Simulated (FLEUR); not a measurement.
# free Ni(111) film, 6 layers: anisotropy by force theorems, part 2 of 2

Wanted: anisotropy for free Ni(111) film, 6 layers, with the cost of each step.

FLEUR MaX-R8.1; PBE; all-electron FLAPW film, Dirac cores, scalar-relativistic bands.

So far. Step 2 (Self-consistent state): After 71 cycles the largest moment stands at 0.699 μB.

**5. Spin–orbit coupling, moments along z**

Level of this step: PBE; all-electron FLAPW film, Dirac cores, scalar-relativistic bands with spin-orbit coupling (FLEUR).

Spin–orbit coupling ties the spins to the lattice and lets orbital moments form.

A new self-consistent run of the start ferro ++++++, with the moments along z. The k list default-1 (kpts.xml, not shown) is a Γ-centred 35×35×1 mesh.

inp.xml reads:

```
<?xml version="1.0" encoding="UTF-8" standalone="no"?>
<fleurInput fleurInputVersion="0.39">
   <comment>
      Ni
   </comment>
   <calculationSetup>
      <cutoffs Kmax="3.66" Gmax="11.0" GmaxXC="11.0" numbands="228"/>
      <scfLoop itmax="150" minDistance="0.00002" maxIterBroyd="15" imix="Anderson" alpha="0.03" precondParam="0.0" spinf="2.0" sdNocoIR="T"/>
      <coreElectrons ctail="T" frcor="F" kcrel="0" coretail_lmax="0"/>
      <xcFunctional name="pbe" relativisticCorrections="F"/>
      <magnetism jspins="2"/>
      <soc l_soc="T" theta="0.0" phi="0.0" spav="F"/>
      <expertModes spex="0" secvar="F"/>
      <geometryOptimization l_f="F" forcealpha="1.0" forcemix="BFGS" epsdisp="0.00001" epsforce="0.00001"/>
      <ldaU l_linMix="F" mixParam="0.05" spinf="1.0"/>
   </calculationSetup>
   <cell>
      <bzIntegration valenceElectrons="108.0" mode="hist" fermiSmearingEnergy="0.00183747">
         <kPointListSelection listName="default-1"/>
         <xi:include xmlns:xi="http://www.w3.org/2001/XInclude" href="kpts.xml"> </xi:include>
      </bzIntegration>
      <xi:include xmlns:xi="http://www.w3.org/2001/XInclude" href="sym.xml"> </xi:include>
      <filmLattice scale="1.0" dVac="24.5" dTilda="27.0">
         <bravaisMatrixFilm>
            <row-1>    4.7086300406703598     0.0000001262337051</row-1>
            <row-2>   -2.3543151296652853     4.0777931691130949</row-2>
         </bravaisMatrixFilm>
         <vacuumEnergyParameters vacuum="1" spinUp="-.25" spinDown="-.25"/>
      </filmLattice>
   </cell>
   <atomSpecies>
      <species name="Nickel (Ni1.000" element="Ni" atomicNumber="28">
         <mtSphere radius="2.24" gridPoints="741" logIncrement="0.016"/>
         <atomicCutoffs lmax="8" lnonsphr="6"/>
         <electronConfig flipSpins="F">
            <coreConfig>(1s1/2) (2s1/2) (2p1/2) (2p3/2)</coreConfig>
            <valenceConfig>(3s1/2) (3p1/2) (3p3/2) (4s1/2) (3d3/2) (3d5/2)</valenceConfig>
            <stateOccupation state="(3d3/2)" spinUp="1.6" spinDown="1.6"/>
            <stateOccupation state="(3d5/2)" spinUp="2.9" spinDown="1.9"/>
         </electronConfig>
         <energyParameters s="4" p="4" d="3" f="4"/>
         <lo type="SCLO" l="0" n="3" eDeriv="0"/>
         <lo type="SCLO" l="1" n="3" eDeriv="0"/>
      </species>
   </atomSpecies>
   <atomGroups>
      <atomGroup species="Nickel (Ni1.000">
         <filmPos label="                   1">-1.000/6.000 1.000/6.000 -9.6116319500</filmPos>
         <filmPos label="                   6">1.000/6.000 -1.000/6.000 9.6116319500</filmPos>
         <force calculate="T" relaxXYZ="TTT"/>
      </atomGroup>
      <atomGroup species="Nickel (Ni1.000">
         <filmPos label="                   2">1.000/2.000 1.000/2.000 -5.7669791700</filmPos>
         <filmPos label="                   5">1.000/2.000 1.000/2.000 5.7669791700</filmPos>
         <force calculate="T" relaxXYZ="TTT"/>
      </atomGroup>
      <atomGroup species="Nickel (Ni1.000">
         <filmPos label="                   3">1.000/6.000 -1.000/6.000 -1.9223263900</filmPos>
         <filmPos label="                   4">-1.000/6.000 1.000/6.000 1.9223263900</filmPos>
         <force calculate="T" relaxXYZ="TTT"/>
      </atomGroup>
   </atomGroups>
   <output dos="F" band="F" slice="F">
      <bandDOS minEnergy="-.5*Htr" maxEnergy="0.5*Htr" sigma="0.015" storeEVData="T"/>
      <plotting iplot="0" polar="F">
         <plot TwoD="T" vec1="  1.0  0.0  0.0" vec2="  0.0  1.0  0.0" vec3="  0.0  0.0  1.0" zero="  0.0  0.0 -0.5" file="plot"/>
      </plotting>
      <moessbauerParams electricFieldGradient="F" isomerShift="F" coreHyperfine="F" valenceHyperfine="F"/>
   </output>
</fleurInput>
```

crystal.txt reads:

```
Ni
&input film=T cartesian=F /
2.49169971213  0.00000006680  0.00000000000
-1.24584991392  2.15787521590  0.00000000000
0.00000000000  0.00000000000  1.00000000000
1.8897261246
1.0 1.0 1.0

6
28 0.00000000000  0.00000000000  -9.61163194995 : 1.000
28 0.66666666667  0.33333333333  -5.76697916997 : 1.000
28 0.33333333333  0.66666666667  -1.92232638999 : 1.000
28 0.00000000000  0.00000000000  1.92232638999 : 1.000
28 0.66666666667  0.33333333333  5.76697916997 : 1.000
28 0.33333333333  0.66666666667  9.61163194995 : 1.000

&soc 0.0000000 0.0000000 /
&kpt div1=35 div2=35 div3=1 gamma=T /
```

Run with:

```
$ OMP_NUM_THREADS=1 inpgen -f crystal.txt > inpgen.log  # inp.xml is then edited as shown
$ OMP_NUM_THREADS=1 mpirun -n 8 fleur_MPI > fleur.log
```

Log:

```text
[banner, memory and clock lines left out]
Welcome to FLEUR        (www.flapw.de)
      MaX-Release 8.1          (www.max-centre.eu)

 ========== k-point set info ==========
 Selected k-point list: default-1
 k-point list type: mesh
 0 x 0 x 0
 Number of k points: 208

 [... set-up left out ...]
 Iteration:     1   Distance:      38.13208306 me/bohr^3
 Iteration:     2   Distance:      58.21072605 me/bohr^3
 Iteration:     3   Distance:      27.64046238 me/bohr^3
 Iteration:     4   Distance:      23.79788662 me/bohr^3
 Iteration:     5   Distance:      17.85648705 me/bohr^3
 Iteration:     6   Distance:      17.82297655 me/bohr^3
 Iteration:     7   Distance:       8.20794693 me/bohr^3
 Iteration:     8   Distance:       8.67383791 me/bohr^3
 Iteration:     9   Distance:       6.47498788 me/bohr^3
 Iteration:    10   Distance:       3.44499075 me/bohr^3
[... 30 iterations left out ...]
 Iteration:    41   Distance:       0.00026911 me/bohr^3
 Iteration:    42   Distance:       0.00005676 me/bohr^3
 Iteration:    43   Distance:       0.00007742 me/bohr^3
 Iteration:    44   Distance:       0.00006733 me/bohr^3
 Iteration:    45   Distance:       0.00008651 me/bohr^3
 Iteration:    46   Distance:       0.00009534 me/bohr^3
 Iteration:    47   Distance:       0.00005739 me/bohr^3
 Iteration:    48   Distance:       0.00009155 me/bohr^3
 Iteration:    49   Distance:       0.00002709 me/bohr^3
 Iteration:    50   Distance:       0.00001733 me/bohr^3

 ********************************************************************
 Run finished successfully
 Stop message:
   all done
 ********************************************************************

--- out.xml (last complete iteration) ---
<iteration numberForCurrentRun="   50" overallNumber="   50">
         [... left out ...]
         <bandgap value="-0.0000000004" units="eV"/>
         <sumValenceSingleParticleEnergies value="-154.5003251037" units="Htr"/>
         <FermiEnergy value="-0.1855743185" units="Htr"/>
         [... left out ...]
         <magneticMomentsInMTSpheres units="muBohr">
            <globalMagMoment atomType="1" vec="0.00000   0.00000   0.69928"/>
            <globalMagMoment atomType="2" vec="0.00000   0.00000   0.69927"/>
            <globalMagMoment atomType="3" vec="0.00000   0.00000   0.66075"/>
         </magneticMomentsInMTSpheres>
         <orbitalMomentsInMTSpheres units="muBohr">
            <globalMagMoment atomType="1" vec="0.00000   0.00000   0.04933"/>
            <globalMagMoment atomType="2" vec="0.00000   0.00000   0.05593"/>
            <globalMagMoment atomType="3" vec="0.00000   0.00000   0.04823"/>
         </orbitalMomentsInMTSpheres>
         [... left out ...]
         <totalEnergy value="    -9124.9409317018" units="Htr">
            <sumOfEigenvalues value="    -5319.1786155529">
               <coreElectrons value="-5164.6782904492"/>
               <valenceElectrons value="-154.5003251037"/>
            </sumOfEigenvalues>
         [... left out ...]
            <freeEnergy value="-9124.9442981773"/>
            <extrapolationTo0K value="-9124.9426149395"/>
         </totalEnergy>
         <densityConvergence units="me/bohr^3">
            <chargeDensity spin="1" distance="0.0000052025"/>
            <chargeDensity spin="2" distance="0.0000135483"/>
            <overallChargeDensity distance="0.0000173294"/>
            <spinDensity distance="0.0000109972"/>
         </densityConvergence>
      </iteration>
```

The job ended after 37 min (8 MPI ranks of Arm Neoverse V1, shared host; peak memory 2.4 GiB; 4.9 h of CPU time).

Spin moment in the muffin-tin sphere by atom:

```tsv
atom	spin moment in the muffin-tin sphere (μB)
Ni1	0.699
Ni2	0.699
Ni3	0.661
Ni4	0.661
Ni5	0.699
Ni6	0.699
```

This step gave:

- free energy: -248302.3838 eV
- magnetization: 3.902 μB
- final state: ferromagnetic
- orbital moment along the spin: 0.04933 μB

Orbital moment in the sphere, along the spin axis by atom:

```tsv
atom	orbital moment in the sphere, along the spin axis (μB)
Ni1	0.0493
Ni2	0.0559
Ni3	0.0482
Ni4	0.0482
Ni5	0.0559
Ni6	0.0493
```

**6. Summary of results**

- reference state: ferromagnetic
- largest sphere moment: 0.699 μB
- easy direction of those tried: the plane normal to z
- energy along x less z, force theorem: -0.617 meV a primitive cell
- orbital moment on the atom of largest spin, along its spin (spin–orbit run): 0.0493 μB

**Reading.** By the force theorem the moments prefer the plane normal to z, with no direction in it resolved; shape anisotropy is not in it, and in a film it favours the plane. The difference for the second direction goes from -0.59 meV (mesh 23×23×1, 204 states, 19 min of CPU time) to -0.62 meV (mesh 35×35×1, 204 states, 43 min). On the atom of largest spin the orbital moment is almost quenched. The state was typed, and no other order was converged beside it, so it need not be the ground state.

[Logs and program files are shortened in this print: banners, set-up blocks, solver, clock and traceback lines can be left out without a mark of their own.]

[Logs are printed without paths, hosts, clocks, repeated set-up lines and the standing remarks that a program may print on its own settings, such as how far it seeks lower states.]

[Hosts, paths, dates, database ids (printed as entryN), source tags and the programs' standing remarks are cut or masked in the printed files.]

[Where a cell is said to come from a database of computed structures, the database is the Materials Project.]
